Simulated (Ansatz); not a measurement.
## How many bands does the GW gap of WSeS (P-3m1) need?

Aim: see how the G0W0 gap of WSeS (P-3m1) on LDA moves with empty bands and screening cutoff, and what each rung costs.

Program: Ansatz 0.2.0. Level of theory: G0W0 on LDA, plane waves, PAW. Results are calculated unless marked as measured.

Report form: the programs' logs are mostly left out.

### Step 1. The starting structure

Symmetry: P-3m1, No. 164, trigonal system. The conventional cell has a = 3.248 Å, b = 3.248 Å, c = 13.459 Å, α = 90.00°, β = 90.00°, γ = 120.00°. Nearest to W lie 3 S at 2.42 Å and 3 Se at 2.53 Å. Se has 3 W at 2.53 Å nearest. Nearest to S lie 3 W at 2.42 Å. Farther neighbours and most contacts between anions are not listed.

The cell and positions are those that the Materials Project relaxed with its own functionals (PBE, PBE+U or r2SCAN), kept fixed. Spin-orbit coupling is left out unless a step names it.

### Step 2. 322 empty bands, screening to 110 eV

G0W0 replaces the xc potential by the self-energy, built once from these orbitals. Only a window of levels is corrected, while the sums run over the empty bands that the input names. This step takes hard PAW files.

File input.yaml:

```yaml
crystal:
  lattice:
    - [3.2481130316, 0.0, 0.0]
    - [-1.6240565158, 2.8129483997, 0.0]
    - [0.0, 0.0, 13.4587627587]
  atoms:
    - { symbol: W, position: [0.33333333, 0.66666667, 0.25684664] }
    - { symbol: W, position: [0.66666667, 0.33333333, 0.74315336] }
    - { symbol: Se, position: [0.33333333, 0.66666667, 0.86927589] }
    - { symbol: Se, position: [0.66666667, 0.33333333, 0.13072411] }
    - { symbol: S, position: [0.66666667, 0.33333333, 0.37023793] }
    - { symbol: S, position: [0.33333333, 0.66666667, 0.62976207] }
kpoints:
  mp_grid: { grid: [9, 9, 2] }
hamiltonian:
  xc: lda
  pseudopotentials: { kind: paw, source: ansatz }
scf:
  occupations: { method: fixed }
gw:
  n_empty_bands: 322
  ecut_chi: 110.0
  qp_bands: [v2, c2]
  qp_kpoints: band_edges
  screening: { model: contour_deformation }
```

Run with:

```sh
$ ansatz run input.yaml --threads 4 --pin off --max-ram 138240MiB --backend cuda --events-out ev --progress --plain --runs-dir out --devices 1 --max-vram 26GiB
```

Run time: 2.1 min. Hardware: 1 × NVIDIA H100 80GB HBM3 (shared by 3 runs) with 4 threads of AMD EPYC 7R13 (Zen 3), shared host; peak memory 2.7 GiB.

This step gave:

- bands summed: 372
- RPA ε∞ on this mesh (eigenvalues): 5.049, 13.71, 13.71
- plane waves in the screening matrix: 317
- q-points in the mesh: 162
- G0W0 gap on the mesh: 1.546 eV
- k of the valence top: 0, 0, 0
- k of the conduction bottom: 0.1111, 0.2222, 0
- starting gap on the mesh: 1.130 eV
- Z at the valence top: 0.7495
- Z at the conduction bottom: 0.7636
- least direct G0W0 gap on the computed points: 2.078 eV

The gap on the mesh goes from 1.13 eV to 1.55 eV, a correction of +0.42 eV. Between the two edge states, bare exchange in place of the xc potential would open the gap by 4.69 eV, and correlation takes back 4.27 eV.

### Step 3. 731 empty bands, screening to 190 eV

Bands and screening cutoff are moved together, since each hides the error of the other.

input.yaml: that of step 2 with these lines changed.

```diff
@@ -20,4 +20,4 @@
 gw:
-  n_empty_bands: 322
-  ecut_chi: 110.0
+  n_empty_bands: 731
+  ecut_chi: 190.0
   qp_bands: [v2, c2]
```

Run time: 4.5 min. Hardware: 1 × NVIDIA H100 80GB HBM3 (shared by 3 runs) with 4 threads; peak memory 5.7 GiB.

Numbers from this step:

* bands summed: 781
* RPA ε∞ on this mesh (eigenvalues): 5.046, 13.59, 13.59
* plane waves in the screening matrix: 751
* q-points in the mesh: 162
* G0W0 gap on the mesh: 1.584 eV
* k of the valence top: 0, 0, 0
* k of the conduction bottom: 0.1111, 0.2222, 0
* starting gap on the mesh: 1.130 eV
* Z at the valence top: 0.7466
* Z at the conduction bottom: 0.7616
* least direct G0W0 gap on the computed points: 2.069 eV

Against the run with 9×9×2 mesh, 322 empty bands, screening to 110 eV, hard PAW files, the gap moves by +0.04 eV.

### Step 4. 1238 empty bands, screening to 270 eV

input.yaml: that of step 3 with these lines changed.

```diff
@@ -20,4 +20,4 @@
 gw:
-  n_empty_bands: 731
-  ecut_chi: 190.0
+  n_empty_bands: 1238
+  ecut_chi: 270.0
   qp_bands: [v2, c2]
```

The job ended after 8.6 min (1 × NVIDIA H100 80GB HBM3 (shared by 3 runs) with 4 threads; peak memory 12 GiB).

Numbers from this step:

| Item | Value |
| --- | --- |
| bands summed | 1288 |
| RPA ε∞ on this mesh (eigenvalues) | 5.044, 13.55, 13.55 |
| plane waves in the screening matrix | 1279 |
| G0W0 gap on the mesh | 1.595 eV |
| k of the valence top | 0, 0, 0 |
| k of the conduction bottom | 0.1111, 0.2222, 0 |
| starting gap on the mesh | 1.130 eV |
| least direct G0W0 gap on the computed points | 2.058 eV |

Against the run with 9×9×2 mesh, 731 empty bands, screening to 190 eV, hard PAW files, the gap moves by +0.012 eV.

### Step 5. Changing the k mesh: 12×12×2 mesh, 322 empty bands, screening to 110 eV, hard PAW files

Only the mesh changes. It samples the long-range screening, which converges on its own terms. Bands and cutoff differ from the step before, so it is read against an earlier run that matches them.

input.yaml: that of step 4 with these lines changed.

```diff
@@ -13,3 +13,3 @@
 kpoints:
-  mp_grid: { grid: [9, 9, 2] }
+  mp_grid: { grid: [12, 12, 2] }
 hamiltonian:
@@ -20,4 +20,4 @@
 gw:
-  n_empty_bands: 1238
-  ecut_chi: 270.0
+  n_empty_bands: 322
+  ecut_chi: 110.0
   qp_bands: [v2, c2]
```

Wall time 5.2 min (1 × NVIDIA H100 80GB HBM3 (shared by 3 runs) with 4 threads); peak memory 3.6 GiB; 9.6 min of CPU time.

This step gave:

```
bands summed                                 : 372
RPA ε∞ on this mesh (eigenvalues)            : 5.049, 13.58, 13.58
plane waves in the screening matrix          : 317
G0W0 gap on the mesh                         : 1.453 eV
k of the valence top                         : 0, 0, 0
k of the conduction bottom                   : 0.1667, 0.1667, 0
starting gap on the mesh                     : 1.044 eV
least direct G0W0 gap on the computed points : 2.071 eV
```

Against the run with 9×9×2 mesh, 322 empty bands, screening to 110 eV, hard PAW files, the gap moves by −0.09 eV, while the start moved by −0.09 eV. A band edge is found at another k point on this mesh.

### Step 6. The runs together

Times are wall times on 1 × NVIDIA H100 80GB HBM3 (shared by 3 runs) with 4 threads of AMD EPYC 7R13 (Zen 3), shared host, good to a factor of about two.

```
   mesh     files            frequency  bands summed  cutoff (eV)  start (eV)  G0W0 (eV)     time  host memory (GiB)
  9×9×2  hard PAW  contour deformation           372          110       1.130      1.546  2.1 min                2.7
  9×9×2  hard PAW  contour deformation           781          190       1.130      1.584  4.5 min                5.7
  9×9×2  hard PAW  contour deformation          1288          270       1.130      1.595  8.6 min                 12
12×12×2  hard PAW  contour deformation           372          110       1.044      1.453  5.2 min                3.6
```

The parts of the quasiparticle energy at the two band edges (eV; QP = start + Σx + Σc − Vxc):

```
       run               edge  start      Σx     Σc     Vxc     Z     QP
 372 bands        valence top  12.41  -19.19   0.54  -18.74  0.75  12.50
 372 bands  conduction bottom  13.54  -12.96  -3.73  -17.20  0.76  14.04
 781 bands        valence top  12.41  -19.19   0.29  -18.74  0.75  12.25
 781 bands  conduction bottom  13.54  -12.96  -3.94  -17.20  0.76  13.83
1288 bands        valence top  12.41  -19.19   0.18  -18.74  0.75  12.14
1288 bands  conduction bottom  13.54  -12.96  -4.04  -17.20  0.76  13.74
```

### Step 7. Outcome

| Item | Value |
| --- | --- |
| 372 bands, 110 eV | 1.546 eV |
| 781 bands, 190 eV | 1.584 eV |
| 1288 bands, 270 eV | 1.595 eV |
| estimated limit in bands and cutoff | 1.61 eV |
| mesh and start | 9×9×2, LDA |

**Reading.** A line in one over the bands through the two highest rungs gives 1.61 eV, +0.02 eV from the top rung; the pair below gives 1.62 eV, in fair agreement. The rungs stand 0.07 eV (372 bands), 0.03 eV (781 bands) and 0.02 eV (1288 bands) from it. From 372 to 1288 bands the gap moves by +0.05 eV while the time grows 4.1-fold. Σc changes by −0.35 eV at the valence top and −0.31 eV at the conduction bottom, so the levels themselves move more than the gap between them. On the 12×12×2 mesh in place of 9×9×2 the gap differs by −0.09 eV, of which −0.09 eV is already in the start. The cheapest rung within 0.1 eV of this estimate is that with 372 bands (2.1 min). The 9×9×2 mesh misses a band edge: on 12×12×2 the LDA gap is 1.04 eV, so these values are not the fundamental gap, which lies some 0.09 eV lower. The many-body steps are scalar-relativistic: spin-orbit coupling is not in them.

[Paths, hosts, dates, memory and timing lines, banners, echoed tables and standing remarks are left out of the program output.]

[Logs are printed without paths, hosts, clocks, repeated set-up lines and the standing remarks that a program may print on its own settings, such as how far it seeks lower states.]

[Runs of the session that timed out or met a known fault of the program may be left out.]

[Cells called generated may have been cut or substituted from an entry of the Crystallography Open Database or the Materials Project.]

[Hosts, paths, dates, database ids (printed as entryN), source tags and the programs' standing remarks are cut or masked in the printed files.]
